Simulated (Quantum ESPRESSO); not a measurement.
# Na(100), 5 layers: solver and mixing choices, part 2 of 3

Which eigensolver and mixing suits Na(100), 5 layers? The physics should not care; the clock does.

Quantum ESPRESSO 7.5; plane-wave DFT, PBE, PseudoDojo norm-conserving pseudopotentials.

So far. Step 4 (Ground state: david, plain mixing, beta 0.7, history 8): Counted from each run's own zero (the Fermi level), the vacuum level differs from the first run's by +1 meV.

### Step 5. Ground state: david, TF mixing, beta 0.4, history 8

File c3.in:

```
&control
  prefix = 'c3'
  outdir = './out'
  pseudo_dir = './pseudo'
  calculation = 'scf'
  tprnfor = .true.
/
&system
  ibrav = 0
  nat = 5
  ntyp = 1
  ecutwfc = 76
  ecutrho = 304
  occupations = 'smearing'
  smearing = 'mv'
  degauss = 0.02
  assume_isolated = 'esm'
  esm_bc = 'bc1'
/
&electrons
  conv_thr = 1e-07
  mixing_beta = 0.4
  electron_maxstep = 80
  mixing_mode = 'TF'
  diagonalization = 'david'
  mixing_ndim = 8
/
ATOMIC_SPECIES
  Na  22.9898  Na.dojo-sr-pbe-0.4.1-standard.upf
CELL_PARAMETERS angstrom
  4.23000000000000 0.00000000000000 0.00000000000000
  0.00000000000000 4.23000000000000 0.00000000000000
  0.00000000000000 0.00000000000000 24.46000000000000
ATOMIC_POSITIONS crystal
  Na  0.000000000000 0.000000000000 -0.172935404742
  Na  0.500000000000 0.500000000000 -0.086467702371
  Na  0.000000000000 0.000000000000 0.000000000000
  Na  0.500000000000 0.500000000000 0.086467702371
  Na  0.000000000000 0.000000000000 0.172935404742
K_POINTS automatic
  6 6 1 0 0 0
```

On the command line:

```console
$ OMP_NUM_THREADS=1 mpirun -n 4 pw.x -nk 2 -in c3.in > c3.out
```

Output:

```text
[banner, memory and clock lines left out]
Program PWSCF v.7.5 starts
[...]
Message from routine setup:
[...]
number of electrons       =        45.00
     number of Kohn-Sham states=           28
     kinetic-energy cutoff     =      76.0000  Ry
     charge density cutoff     =     304.0000  Ry
[...]
number of k points=    10  Marzari-Vanderbilt smearing, width (Ry)=  0.0200
[...]
Dense  grid:   264365 G-vectors     FFT dimensions: (  45,  45, 270)
[...]
negative rho (up, down):  1.519E-05 0.000E+00
     Starting wfcs are   25 randomized atomic wfcs +    3 random wfcs
[...]
estimated scf accuracy    <       0.13599518 Ry
[...]
estimated scf accuracy    <       0.10163598 Ry
[...]
estimated scf accuracy    <       0.00925752 Ry
[...]
estimated scf accuracy    <       0.01097004 Ry
[...]
estimated scf accuracy    <       0.01020919 Ry
[...]
estimated scf accuracy    <       0.00517917 Ry
[...]
negative rho (up, down):  1.609E-03 0.000E+00
[...]
estimated scf accuracy    <       0.00347338 Ry
[...]
estimated scf accuracy    <       0.02369470 Ry
[...]
estimated scf accuracy    <       0.01724235 Ry
[...]
negative rho (up, down):  3.948E-03 0.000E+00
[...]
estimated scf accuracy    <       0.01968145 Ry
[...]
negative rho (up, down):  1.264E-02 0.000E+00
[...]
estimated scf accuracy    <       0.00374755 Ry
[...]
negative rho (up, down):  2.009E-02 0.000E+00
[...]
estimated scf accuracy    <       0.00345860 Ry
[...]
negative rho (up, down):  1.946E-02 0.000E+00
[...]
estimated scf accuracy    <       0.00313251 Ry
[...]
negative rho (up, down):  1.114E-02 0.000E+00
[...]
estimated scf accuracy    <       0.00194328 Ry
[...]
negative rho (up, down):  1.254E-02 0.000E+00
[...]
estimated scf accuracy    <       0.00328345 Ry
[...]
negative rho (up, down):  1.393E-02 0.000E+00
[...]
estimated scf accuracy    <       0.00262255 Ry
[...]
negative rho (up, down):  1.746E-02 0.000E+00
[...]
estimated scf accuracy    <       0.00203472 Ry
[...]
negative rho (up, down):  1.457E-02 0.000E+00
[...]
estimated scf accuracy    <       0.00149727 Ry
[...]
negative rho (up, down):  9.916E-03 0.000E+00
[...]
estimated scf accuracy    <       0.00033504 Ry
[...]
negative rho (up, down):  6.065E-03 0.000E+00
[...]
estimated scf accuracy    <       0.00028070 Ry
[...]
negative rho (up, down):  2.816E-03 0.000E+00
[...]
estimated scf accuracy    <       0.00005931 Ry
[...]
negative rho (up, down):  1.400E-03 0.000E+00
[...]
estimated scf accuracy    <       0.00002764 Ry
[...]
negative rho (up, down):  6.136E-04 0.000E+00
[...]
estimated scf accuracy    <       0.00000623 Ry
[...]
negative rho (up, down):  3.434E-04 0.000E+00
[...]
estimated scf accuracy    <       0.00003148 Ry
[...]
negative rho (up, down):  8.958E-05 0.000E+00
[...]
estimated scf accuracy    <       0.00000082 Ry
[...]
estimated scf accuracy    <       0.00000369 Ry
[...]
estimated scf accuracy    <       0.00000050 Ry
[...]
the Fermi energy is    -2.6135 ev
!    total energy              =    -457.10152121 Ry
     estimated scf accuracy    <       0.00000009 Ry
     smearing contrib. (-TS)   =      -0.00273457 Ry
     internal energy E=F+TS    =    -457.09878664 Ry
[...]
one-electron contribution =    2200.94523842 Ry
     hartree contribution      =   -1107.76677958 Ry
     xc contribution           =     -68.50377694 Ry
     ewald contribution        =   -1481.77346854 Ry
     convergence has been achieved in  28 iterations
[...]
Total force =     0.000062     Total SCF correction =     0.000148
[...]
```

Run time: 4.5 min. Hardware: 4 MPI ranks of Arm Neoverse N1, shared host; peak memory 0.75 GiB; 18 min of CPU time.

This step gave:

| Item | Value |
| --- | --- |
| Fermi energy | -2.614 eV |
| vacuum line at the lower end of the cell, over the Fermi level | 2.613 eV |
| vacuum line at the upper end of the cell, over the Fermi level | 2.614 eV |

The program's own clock; routines nest. Time by routine:

```csv
routine,wall time (s),calls
PWSCF,269.9,1
electrons,266.4,1
c_bands,232.1,29
cegterg,219.1,145
h_psi,180.4,1422
fftw,172.4,30674
vloc_psi,165.5,1422
sum_band,26.76,29
calbec,7.43,1442
h_psi:calbec,7.19,1422
add_vuspsi,7.13,1422
v_of_rho,5.79,29
init_run,2.79,1
fft,2.78,292
```

Counted from each run's own zero (the Fermi level), the vacuum level differs from the first run's by +3 meV.

### Step 6. Ground state: david, local-TF mixing, beta 0.7, history 8

c4.in is the input of step 5 with these lines changed:

```diff
@@ -1,3 +1,3 @@
 &control
-  prefix = 'c3'
+  prefix = 'c4'
   outdir = './out'
@@ -21,5 +21,5 @@
   conv_thr = 1e-07
-  mixing_beta = 0.4
+  mixing_beta = 0.7
   electron_maxstep = 80
-  mixing_mode = 'TF'
+  mixing_mode = 'local-TF'
   diagonalization = 'david'
```

On the command line:

```console
$ OMP_NUM_THREADS=1 mpirun -n 4 pw.x -nk 2 -in c4.in > c4.out
```

Output:

```text
[banner, memory and clock lines left out]
Program PWSCF v.7.5 starts
[...]
Message from routine setup:
[...]
number of electrons       =        45.00
     number of Kohn-Sham states=           28
     kinetic-energy cutoff     =      76.0000  Ry
     charge density cutoff     =     304.0000  Ry
[...]
number of k points=    10  Marzari-Vanderbilt smearing, width (Ry)=  0.0200
[...]
Dense  grid:   264365 G-vectors     FFT dimensions: (  45,  45, 270)
[...]
negative rho (up, down):  1.519E-05 0.000E+00
     Starting wfcs are   25 randomized atomic wfcs +    3 random wfcs
[...]
estimated scf accuracy    <       0.13599518 Ry
[...]
estimated scf accuracy    <       0.05283809 Ry
[...]
estimated scf accuracy    <       0.00338996 Ry
[...]
estimated scf accuracy    <       0.00257368 Ry
[...]
estimated scf accuracy    <       0.00146354 Ry
[...]
negative rho (up, down):  1.606E-08 0.000E+00
[...]
estimated scf accuracy    <       0.00060305 Ry
[...]
estimated scf accuracy    <       0.00033138 Ry
[...]
estimated scf accuracy    <       0.00008125 Ry
[...]
estimated scf accuracy    <       0.00000598 Ry
[...]
estimated scf accuracy    <       0.00001265 Ry
[...]
negative rho (up, down):  3.265E-06 0.000E+00
[...]
estimated scf accuracy    <       0.00000119 Ry
[...]
negative rho (up, down):  9.143E-06 0.000E+00
[...]
estimated scf accuracy    <       0.00000047 Ry
[...]
the Fermi energy is    -2.6099 ev
!    total energy              =    -457.10152119 Ry
     estimated scf accuracy    <       0.00000002 Ry
     smearing contrib. (-TS)   =      -0.00273559 Ry
     internal energy E=F+TS    =    -457.09878559 Ry
[...]
one-electron contribution =    2200.94889462 Ry
     hartree contribution      =   -1107.77120304 Ry
     xc contribution           =     -68.50300863 Ry
     ewald contribution        =   -1481.77346854 Ry
     convergence has been achieved in  13 iterations
[...]
Total force =     0.000369     Total SCF correction =     0.000382
[...]
```

It took 2.6 min on 4 MPI ranks; peak memory 0.79 GiB.

Read from the output:

| Item | Value |
| --- | --- |
| Fermi energy | -2.610 eV |
| vacuum line at the lower end of the cell, over the Fermi level | 2.610 eV |
| vacuum line at the upper end of the cell, over the Fermi level | 2.610 eV |

The program's own clock; routines nest. Time by routine:

```csv
routine,wall time (s),calls
PWSCF,158,1
electrons,154.5,1
c_bands,119.9,14
cegterg,111.5,70
h_psi,91.18,950
fftw,86.06,15654
vloc_psi,83.05,950
mix_rho,19.16,14
sum_band,12.64,14
ffts,11.18,1246
calbec,4.14,970
add_vuspsi,3.9,950
h_psi:calbec,3.89,950
init_run,2.77,1
```

Counted from each run's own zero (the Fermi level), the vacuum level differs from the first run's by -0 meV.

### Step 7. Ground state: david, local-TF mixing, beta 0.2, history 8

c5.in is the input of step 6 with these lines changed:

```diff
@@ -1,3 +1,3 @@
 &control
-  prefix = 'c4'
+  prefix = 'c5'
   outdir = './out'
@@ -21,3 +21,3 @@
   conv_thr = 1e-07
-  mixing_beta = 0.7
+  mixing_beta = 0.2
   electron_maxstep = 80
```

On the command line:

```console
$ OMP_NUM_THREADS=1 mpirun -n 4 pw.x -nk 2 -in c5.in > c5.out
```

Output:

```text
[banner, memory and clock lines left out]
Program PWSCF v.7.5 starts
[...]
Message from routine setup:
[...]
number of electrons       =        45.00
     number of Kohn-Sham states=           28
     kinetic-energy cutoff     =      76.0000  Ry
     charge density cutoff     =     304.0000  Ry
[...]
number of k points=    10  Marzari-Vanderbilt smearing, width (Ry)=  0.0200
[...]
Dense  grid:   264365 G-vectors     FFT dimensions: (  45,  45, 270)
[...]
negative rho (up, down):  1.519E-05 0.000E+00
     Starting wfcs are   25 randomized atomic wfcs +    3 random wfcs
[...]
estimated scf accuracy    <       0.13599518 Ry
[...]
estimated scf accuracy    <       0.10937293 Ry
[...]
estimated scf accuracy    <       0.00549305 Ry
[...]
estimated scf accuracy    <       0.00988733 Ry
[...]
estimated scf accuracy    <       0.01005180 Ry
[...]
estimated scf accuracy    <       0.00231014 Ry
[...]
negative rho (up, down):  1.973E-07 0.000E+00
[...]
estimated scf accuracy    <       0.00180040 Ry
[...]
negative rho (up, down):  5.315E-04 0.000E+00
[...]
estimated scf accuracy    <       0.00043409 Ry
[...]
negative rho (up, down):  2.143E-03 0.000E+00
[...]
estimated scf accuracy    <       0.00076349 Ry
[...]
negative rho (up, down):  4.103E-04 0.000E+00
[...]
estimated scf accuracy    <       0.00017151 Ry
[...]
negative rho (up, down):  5.346E-04 0.000E+00
[...]
estimated scf accuracy    <       0.00013665 Ry
[...]
estimated scf accuracy    <       0.00002732 Ry
[...]
estimated scf accuracy    <       0.00000169 Ry
[...]
estimated scf accuracy    <       0.00000085 Ry
[...]
estimated scf accuracy    <       0.00000056 Ry
[...]
estimated scf accuracy    <       0.00000030 Ry
[...]
the Fermi energy is    -2.6124 ev
!    total energy              =    -457.10152126 Ry
     estimated scf accuracy    <       0.00000008 Ry
     smearing contrib. (-TS)   =      -0.00273615 Ry
     internal energy E=F+TS    =    -457.09878511 Ry
[...]
one-electron contribution =    2200.94440488 Ry
     hartree contribution      =   -1107.76694422 Ry
     xc contribution           =     -68.50277723 Ry
     ewald contribution        =   -1481.77346854 Ry
     convergence has been achieved in  17 iterations
[...]
Total force =     0.000779     Total SCF correction =     0.001102
[...]
```

Elapsed: 3.4 min, on 4 MPI ranks; peak memory 0.79 GiB; 14 min of CPU time.

Read from the output:

```
Fermi energy                                                   : -2.612 eV
vacuum line at the lower end of the cell, over the Fermi level : 2.612 eV
vacuum line at the upper end of the cell, over the Fermi level : 2.612 eV
```

The program's own clock; routines nest. Time by routine:

```csv
routine,wall time (s),calls
PWSCF,203.1,1
electrons,199.5,1
c_bands,148.8,18
cegterg,139.5,90
h_psi,114.6,1113
fftw,108.2,18916
vloc_psi,104.5,1113
mix_rho,29.66,18
sum_band,17.12,18
ffts,16.82,1744
calbec,5.09,1133
h_psi:calbec,4.84,1113
add_vuspsi,4.82,1113
v_of_rho,3.69,18
```

Counted from each run's own zero (the Fermi level), the vacuum level differs from the first run's by +2 meV.

### Step 8. Self-consistent run: david, local-TF mixing, beta 0.4, history 4

c6.in is the input of step 7 with these lines changed:

```diff
@@ -1,3 +1,3 @@
 &control
-  prefix = 'c5'
+  prefix = 'c6'
   outdir = './out'
@@ -21,3 +21,3 @@
   conv_thr = 1e-07
-  mixing_beta = 0.2
+  mixing_beta = 0.4
   electron_maxstep = 80
@@ -25,3 +25,3 @@
   diagonalization = 'david'
-  mixing_ndim = 8
+  mixing_ndim = 4
 /
```

On the command line:

```console
$ OMP_NUM_THREADS=1 mpirun -n 4 pw.x -nk 2 -in c6.in > c6.out
```

Output:

```text
[banner, memory and clock lines left out]
Program PWSCF v.7.5 starts
[...]
Message from routine setup:
[...]
number of electrons       =        45.00
     number of Kohn-Sham states=           28
     kinetic-energy cutoff     =      76.0000  Ry
     charge density cutoff     =     304.0000  Ry
[...]
number of k points=    10  Marzari-Vanderbilt smearing, width (Ry)=  0.0200
[...]
Dense  grid:   264365 G-vectors     FFT dimensions: (  45,  45, 270)
[...]
negative rho (up, down):  1.519E-05 0.000E+00
     Starting wfcs are   25 randomized atomic wfcs +    3 random wfcs
[...]
estimated scf accuracy    <       0.13599518 Ry
[...]
estimated scf accuracy    <       0.08449979 Ry
[...]
estimated scf accuracy    <       0.00426703 Ry
[...]
estimated scf accuracy    <       0.00412813 Ry
[...]
estimated scf accuracy    <       0.00330619 Ry
[...]
estimated scf accuracy    <       0.00121230 Ry
[...]
negative rho (up, down):  2.307E-07 0.000E+00
[...]
estimated scf accuracy    <       0.00058198 Ry
[...]
negative rho (up, down):  2.275E-04 0.000E+00
[...]
estimated scf accuracy    <       0.00026317 Ry
[...]
estimated scf accuracy    <       0.00002723 Ry
[...]
estimated scf accuracy    <       0.00001016 Ry
[...]
estimated scf accuracy    <       0.00000451 Ry
[...]
estimated scf accuracy    <       0.00000042 Ry
[...]
estimated scf accuracy    <       0.00000026 Ry
[...]
negative rho (up, down):  2.576E-06 0.000E+00
[...]
estimated scf accuracy    <       0.00000021 Ry
[...]
the Fermi energy is    -2.6102 ev
!    total energy              =    -457.10152119 Ry
     estimated scf accuracy    <       0.00000003 Ry
     smearing contrib. (-TS)   =      -0.00273604 Ry
     internal energy E=F+TS    =    -457.09878515 Ry
[...]
one-electron contribution =    2200.94538093 Ry
     hartree contribution      =   -1107.76745935 Ry
     xc contribution           =     -68.50323819 Ry
     ewald contribution        =   -1481.77346854 Ry
     convergence has been achieved in  15 iterations
[...]
Total force =     0.000105     Total SCF correction =     0.000079
[...]
```

Run time: 3.2 min. Hardware: 4 MPI ranks; peak memory 0.74 GiB; 13 min of CPU time.

This step gave:

| Quantity | Value |
| --- | --- |
| Fermi energy | -2.610 eV |
| vacuum line at the lower end of the cell, over the Fermi level | 2.610 eV |
| vacuum line at the upper end of the cell, over the Fermi level | 2.610 eV |

The program's own clock; routines nest. Time by routine:

```csv
routine,wall time (s),calls
PWSCF,190.2,1
electrons,186.5,1
c_bands,142.5,16
cegterg,134.1,80
h_psi,109.6,1074
fftw,102.6,17916
vloc_psi,99.82,1074
mix_rho,25.24,16
sum_band,15.27,16
ffts,14.53,1492
calbec,4.91,1094
h_psi:calbec,4.67,1074
add_vuspsi,4.65,1074
v_of_rho,3.33,16
```

Counted from each run's own zero (the Fermi level), the vacuum level differs from the first run's by +0 meV.

### Step 9. Ground state: cg, local-TF mixing, beta 0.4, history 8

c7.in is the input of step 8 with these lines changed:

```diff
@@ -1,3 +1,3 @@
 &control
-  prefix = 'c6'
+  prefix = 'c7'
   outdir = './out'
@@ -24,4 +24,4 @@
   mixing_mode = 'local-TF'
-  diagonalization = 'david'
-  mixing_ndim = 4
+  diagonalization = 'cg'
+  mixing_ndim = 8
 /
```

On the command line:

```console
$ OMP_NUM_THREADS=1 mpirun -n 4 pw.x -nk 2 -in c7.in > c7.out
```

Output:

```text
[banner, memory and clock lines left out]
Program PWSCF v.7.5 starts
[...]
Message from routine setup:
[...]
number of electrons       =        45.00
     number of Kohn-Sham states=           28
     kinetic-energy cutoff     =      76.0000  Ry
     charge density cutoff     =     304.0000  Ry
[...]
number of k points=    10  Marzari-Vanderbilt smearing, width (Ry)=  0.0200
[...]
Dense  grid:   264365 G-vectors     FFT dimensions: (  45,  45, 270)
[...]
negative rho (up, down):  1.519E-05 0.000E+00
     Starting wfcs are   25 randomized atomic wfcs +    3 random wfcs
[...]
estimated scf accuracy    <       0.13367717 Ry
[...]
estimated scf accuracy    <       0.08709899 Ry
[...]
estimated scf accuracy    <       0.00755346 Ry
[...]
estimated scf accuracy    <       0.02519528 Ry
[...]
estimated scf accuracy    <       0.00742275 Ry
[...]
negative rho (up, down):  3.961E-06 0.000E+00
[...]
estimated scf accuracy    <       0.00412287 Ry
[...]
estimated scf accuracy    <       0.00037777 Ry
[...]
negative rho (up, down):  3.402E-04 0.000E+00
[...]
estimated scf accuracy    <       0.00055493 Ry
[...]
negative rho (up, down):  7.238E-07 0.000E+00
[...]
estimated scf accuracy    <       0.00005063 Ry
[...]
negative rho (up, down):  1.432E-04 0.000E+00
[...]
estimated scf accuracy    <       0.00002336 Ry
[...]
negative rho (up, down):  4.740E-05 0.000E+00
[...]
estimated scf accuracy    <       0.00000036 Ry
[...]
the Fermi energy is    -2.6112 ev
!    total energy              =    -457.10152128 Ry
     estimated scf accuracy    <       0.00000005 Ry
     smearing contrib. (-TS)   =      -0.00273660 Ry
     internal energy E=F+TS    =    -457.09878468 Ry
[...]
one-electron contribution =    2200.94700615 Ry
     hartree contribution      =   -1107.76898351 Ry
     xc contribution           =     -68.50333878 Ry
     ewald contribution        =   -1481.77346854 Ry
     convergence has been achieved in  12 iterations
[...]
Total force =     0.000295     Total SCF correction =     0.000972
[...]
```

Run time: 2.5 min. Hardware: 4 MPI ranks; peak memory 0.78 GiB.

Numbers from this step:

* Fermi energy: -2.611 eV
* vacuum line at the lower end of the cell, over the Fermi level: 2.611 eV
* vacuum line at the upper end of the cell, over the Fermi level: 2.611 eV

The program's own clock; routines nest. Time by routine:

```csv
routine,wall time (s),calls
PWSCF,148.9,1
electrons,145.3,1
c_bands,111.6,13
h_psi,93.36,4415
ccgdiagg,87.45,65
fftw,80.01,13890
vloc_psi,77.35,4415
hs_1psi,70.86,4355
wfcrot,24.43,60
mix_rho,18.74,13
calbec,12.53,8790
sum_band,12.16,13
ffts,10.81,1132
add_vuspsi,9.01,4415
```

Counted from each run's own zero (the Fermi level), the vacuum level differs from the first run's by +1 meV.

### Step 10. SCF with pw.x: ppcg, local-TF mixing, beta 0.4, history 8

c8.in is the input of step 9 with these lines changed:

```diff
@@ -1,3 +1,3 @@
 &control
-  prefix = 'c7'
+  prefix = 'c8'
   outdir = './out'
@@ -24,3 +24,3 @@
   mixing_mode = 'local-TF'
-  diagonalization = 'cg'
+  diagonalization = 'ppcg'
   mixing_ndim = 8
```

On the command line:

```console
$ OMP_NUM_THREADS=1 mpirun -n 4 pw.x -nk 2 -in c8.in > c8.out
```

Output:

```text
[banner, memory and clock lines left out]
Program PWSCF v.7.5 starts

          URL

 %%%%%%%%%%%%%%%%%%%%%%%%%%%%%%%%%%%%%%%%%%%%%%%%%%%%%%%%%%%%%%%%%%%%%%%%%%%%%%
     Error in routine iosys (1):
     PPCG diagonalization not supported anymore (Dec. 2024)
 %%%%%%%%%%%%%%%%%%%%%%%%%%%%%%%%%%%%%%%%%%%%%%%%%%%%%%%%%%%%%%%%%%%%%%%%%%%%%%

     stopping ...
[the rest left out]
```

Run time: 0.55 s. Hardware: 4 MPI ranks; peak memory 0.09 GiB.

The program refused the input before any cycle.

The fault put into the input: an eigensolver that this release has dropped (electrons.diagonalization = "ppcg").

The message: “iosys (1): PPCG diagonalization not supported anymore (Dec. 2024)”. This release no longer has that solver; david, paro or rmm-davidson serve.

[end of part 2 of 3]

[Logs are printed without paths, hosts, clocks, repeated set-up lines and the standing remarks that a program may print on its own settings, such as how far it seeks lower states.]

[Hosts, paths, dates, database ids (printed as entryN), source tags and the programs' standing remarks are cut or masked in the printed files.]

[Maps of the electrostatic potential energy from Ansatz leave out the sawtooth potential of an applied field or a dipole correction, so their vacuum need not be flat; planar profiles and work functions include it.]
